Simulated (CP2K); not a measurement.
Consider 2-fluoropyridine at its PBE geometry (Å).

```xyz
11

F     2.6175   -0.9023   -0.0716
C     1.3015   -0.5462   -0.0412
C     0.9979    0.8155    0.0247
C    -0.3537    1.1498    0.0579
C    -1.3101    0.1281    0.0243
C    -0.8687   -1.1925   -0.0448
N     0.4365   -1.5396   -0.0787
H     1.7907    1.5605    0.0471
H    -0.6563    2.1956    0.1087
H    -2.3753    0.3513    0.0500
H    -1.5800   -2.0201   -0.0764
```

Method: CP2K XAS_TDP, all-electron GAPW, PBEh(45%), aug-cc-pVDZ, TDA, GW2X-corrected core level, no relativity.

**Question.** Predict the bright core excitations at the F K edge.

Leading lines: F1 690.25 eV. The leading line of an atom is its first one with 35 % of the strongest within 2.5 eV of its lowest line over the strength cut. Core ionisation energies at this level: F1 692.44 eV.

The first six lines of each atom with a strength over 0.0015:

```
            atom  energy (eV)  states  strength, one atom  above the computed threshold
F1 (bonded to C)       689.18       1              0.0074                              
                       690.25       1              0.0275                              
                       691.01       1              0.0051                              
                       691.74       1              0.0021                              
                       691.89       1              0.0038                              
                       692.41       1              0.0016
```

Lines are vertical, at one geometry, with no vibrational structure. GW2X ionisation energies and lines can be off by 1 to 2 eV either way, and a good line position may hide errors that cancel. These values hold no scalar relativity, about 0.7 eV for F 1s. Rydberg lines, and the discretised continuum above threshold, depend on the basis and the box.

[Banner, clock and machine lines of the logs are left out without a mark of their own.]

[Logs are printed without paths, hosts, clocks, repeated set-up lines and the standing remarks that a program may print on its own settings, such as how far it seeks lower states.]

[Hosts, paths, dates, database ids (printed as entryN), source tags and the programs' standing remarks are cut or masked in the printed files.]
